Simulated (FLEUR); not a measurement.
# MnPt: which magnetic order is lowest, part 2 of 2

Wanted: the moments of MnPt and the energy of each order that was tried.

FLEUR MaX-R8.1; LDA (VWN); all-electron FLAPW, Dirac cores, scalar-relativistic bands.

So far, largest spin moment in the muffin-tin sphere (μB): step 2 (start 1: ferro +) 3.72; step 3 (start 2: antiferro q=(1/2,1/2,0) +-) 3.65; step 4 (order 3, typed as antiferro q=(0,0,1/2) +-) 3.65; step 5 (start 4: antiferro q=(1/2,1/2,1/2) +-) 3.57.

## Step 8: Spin–orbit coupling, moments along [001]

Spin–orbit coupling ties the spins to the lattice and lets orbital moments form.

A new self-consistent run of the start antiferro q=(1/2,1/2,0) +-, with the moments along z. The k list default-1 (kpts.xml, not shown) is a Γ-centred 5×10×10 mesh.

inp.xml reads:

```
<?xml version="1.0" encoding="UTF-8" standalone="no"?>
<fleurInput fleurInputVersion="0.39">
   <comment>
      MnPt
   </comment>
   <calculationSetup>
      <cutoffs Kmax="3.6" Gmax="10.8" GmaxXC="10.8" numbands="142"/>
      <scfLoop itmax="90" minDistance="0.00002" maxIterBroyd="15" imix="Anderson" alpha="0.05" precondParam="0.0" spinf="2.0" sdNocoIR="T"/>
      <coreElectrons ctail="T" frcor="F" kcrel="0" coretail_lmax="0"/>
      <xcFunctional name="vwn" relativisticCorrections="F"/>
      <magnetism jspins="2"/>
      <soc l_soc="T" theta="0.0" phi="0.0" spav="F"/>
      <expertModes spex="0" secvar="F"/>
      <geometryOptimization l_f="F" forcealpha="1.0" forcemix="BFGS" epsdisp="0.00001" epsforce="0.00001"/>
      <ldaU l_linMix="F" mixParam="0.05" spinf="1.0"/>
   </calculationSetup>
   <cell>
      <bzIntegration valenceElectrons="62.0" mode="hist" fermiSmearingEnergy="0.00110248">
         <kPointListSelection listName="default-1"/>
         <xi:include xmlns:xi="http://www.w3.org/2001/XInclude" href="kpts.xml"> </xi:include>
      </bzIntegration>
      <xi:include xmlns:xi="http://www.w3.org/2001/XInclude" href="sym.xml"> </xi:include>
      <bulkLattice scale="1.0">
         <bravaisMatrix>
            <row-1>   10.6958498652359992     0.0000000000000000     0.0000000000000000</row-1>
            <row-2>    5.3479249326179996     5.3479249326179996     0.0000000000000000</row-2>
            <row-3>    0.0000000000000000     0.0000000000000000     6.9163976160359999</row-3>
         </bravaisMatrix>
      </bulkLattice>
   </cell>
   <atomSpecies>
      <species name="Manganese 3.500" element="Mn" atomicNumber="25">
         <mtSphere radius="2.5" gridPoints="827" logIncrement="0.015"/>
         <atomicCutoffs lmax="10" lnonsphr="8"/>
         <electronConfig flipSpins="F">
            <coreConfig>(1s1/2) (2s1/2) (2p1/2) (2p3/2)</coreConfig>
            <valenceConfig>(3s1/2) (3p1/2) (3p3/2) (4s1/2) (3d3/2) (3d5/2)</valenceConfig>
            <stateOccupation state="(3d3/2)" spinUp="1.25" spinDown="0.75"/>
            <stateOccupation state="(3d5/2)" spinUp="3.0" spinDown="0.0"/>
         </electronConfig>
         <energyParameters s="4" p="4" d="3" f="4"/>
         <lo type="SCLO" l="0" n="3" eDeriv="0"/>
         <lo type="SCLO" l="1" n="3" eDeriv="0"/>
      </species>
      <species name="Manganese -3.500" element="Mn" atomicNumber="25">
         <mtSphere radius="2.5" gridPoints="827" logIncrement="0.015"/>
         <atomicCutoffs lmax="10" lnonsphr="8"/>
         <electronConfig flipSpins="F">
            <coreConfig>(1s1/2) (2s1/2) (2p1/2) (2p3/2)</coreConfig>
            <valenceConfig>(3s1/2) (3p1/2) (3p3/2) (4s1/2) (3d3/2) (3d5/2)</valenceConfig>
            <stateOccupation state="(3d3/2)" spinUp="0.75" spinDown="1.25"/>
            <stateOccupation state="(3d5/2)" spinUp="0.0" spinDown="3.0"/>
         </electronConfig>
         <energyParameters s="4" p="4" d="3" f="4"/>
         <lo type="SCLO" l="0" n="3" eDeriv="0"/>
         <lo type="SCLO" l="1" n="3" eDeriv="0"/>
      </species>
      <species name="Platinum (Pt)" element="Pt" atomicNumber="78">
         <mtSphere radius="2.5" gridPoints="827" logIncrement="0.016"/>
         <atomicCutoffs lmax="10" lnonsphr="8"/>
         <electronConfig flipSpins="F">
            <coreConfig>(1s1/2) (2s1/2) (2p1/2) (2p3/2) (3s1/2) (3p1/2) (3p3/2) (4s1/2) (3d3/2) (3d5/2) (4p1/2) (4p3/2) (5s1/2) (4d3/2) (4d5/2) (4f5/2) (4f7/2)</coreConfig>
            <valenceConfig>(5p1/2) (5p3/2) (6s1/2) (5d3/2) (5d5/2)</valenceConfig>
            <stateOccupation state="(6s1/2)" spinUp="0.500000" spinDown="0.500000"/>
            <stateOccupation state="(5d3/2)" spinUp="1.800000" spinDown="1.800000"/>
            <stateOccupation state="(5d5/2)" spinUp="2.700000" spinDown="2.700000"/>
         </electronConfig>
         <energyParameters s="6" p="6" d="5" f="5"/>
         <lo type="SCLO" l="1" n="5" eDeriv="0"/>
      </species>
   </atomSpecies>
   <atomGroups>
      <atomGroup species="Manganese 3.500">
         <relPos label="                   1">.0000000000 .0000000000 .0000000000</relPos>
         <force calculate="T" relaxXYZ="TTT"/>
      </atomGroup>
      <atomGroup species="Manganese -3.500">
         <relPos label="                   2">1.000/2.000 .0000000000 .0000000000</relPos>
         <force calculate="T" relaxXYZ="TTT"/>
      </atomGroup>
      <atomGroup species="Platinum (Pt)">
         <relPos label="                   3">.0000000000 1.000/2.000 1.000/2.000</relPos>
         <force calculate="T" relaxXYZ="TTT"/>
      </atomGroup>
      <atomGroup species="Platinum (Pt)">
         <relPos label="                   4">1.000/2.000 1.000/2.000 1.000/2.000</relPos>
         <force calculate="T" relaxXYZ="TTT"/>
      </atomGroup>
   </atomGroups>
   <output dos="F" band="F" slice="F">
      <bandDOS minEnergy="-.5*Htr" maxEnergy="0.5*Htr" sigma="0.015" storeEVData="T"/>
      <plotting iplot="0" polar="F">
         <plot TwoD="T" vec1="  1.0  0.0  0.0" vec2="  0.0  1.0  0.0" vec3="  0.0  0.0  1.0" zero="  0.0  0.0  0.0" file="plot"/>
      </plotting>
      <moessbauerParams electricFieldGradient="F" isomerShift="F" coreHyperfine="F" valenceHyperfine="F"/>
   </output>
</fleurInput>
```

crystal.txt reads:

```
MnPt
&input film=F cartesian=F /
5.66000000000  0.00000000000  0.00000000000
2.83000000000  2.83000000000  0.00000000000
0.00000000000  0.00000000000  3.66000000000
1.8897261246
1.0 1.0 1.0

4
25 0.00000000000  0.00000000000  0.00000000000 : 3.500
25 0.50000000000  0.00000000000  0.00000000000 : -3.500
78 0.00000000000  0.50000000000  0.50000000000
78 0.50000000000  0.50000000000  0.50000000000

&soc 0.0000000 0.0000000 /
&kpt div1=5 div2=10 div3=10 gamma=T /
```

The run is started by

```
OMP_NUM_THREADS=1 inpgen -f crystal.txt > inpgen.log  # inp.xml is then edited as shown
OMP_NUM_THREADS=1 mpirun -n 4 fleur_MPI > fleur.log
```

Wall time 6.2 min (4 MPI ranks of AMD EPYC 9R45, shared host); peak memory 0.93 GiB; 25 min of CPU time.

Spin moment in the muffin-tin sphere by atom:

| atom | spin moment in the muffin-tin sphere (μB) |
| --- | --- |
| Mn1 | 3.64 |
| Mn2 | -3.64 |
| Pt3 | 0.00 |
| Pt4 | 0.00 |

Read from the output:

```yaml
free_energy: -1066310.8539 eV
program_s_band_gap_on_this_mesh_in_a_metal_only_a_level_spacing: 4.40e-9 eV
magnetization: 0 μB
final_state: antiferromagnetic
orbital_moment_along_the_spin: 0.03938 μB
```

Orbital moment in the sphere, along the spin axis by atom:

| atom | orbital moment in the sphere, along the spin axis (μB) |
| --- | --- |
| Mn1 | 0.0394 |
| Mn2 | -0.0394 |
| Pt3 | 0.0000 |
| Pt4 | 0.0000 |

## Step 9: What came out

```
lowest state found                                                          : antiferromagnetic (typed antiferro q=(1/2,1/2,0) +-)
largest site spin moment                                                    : 3.65 μB
next finished state                                                         : antiferromagnetic, 77.9 meV a seeded atom higher
energy gained by spin polarisation                                          : 1021 meV a seeded atom
orbital moment on the atom of largest spin, along its spin (spin–orbit run) : 0.0394 μB
```

What this shows: The lowest state found is antiferromagnetic, reached from the start antiferro q=(1/2,1/2,0) +-, with moments up to 3.65 μB. The next finished state costs 78 meV a seeded atom. On the atom of largest spin the orbital moment is almost quenched. This is the lowest of 5 finished starts, no proof of the ground state.

[Logs and program files are shortened in this print: banners, set-up blocks, solver, clock and traceback lines can be left out without a mark of their own.]

[Logs are printed without paths, hosts, clocks, repeated set-up lines and the standing remarks that a program may print on its own settings, such as how far it seeks lower states.]

[Hosts, paths, dates, database ids (printed as entryN), source tags and the programs' standing remarks are cut or masked in the printed files.]

[Where a cell is said to come from a database of computed structures, the database is the Materials Project.]
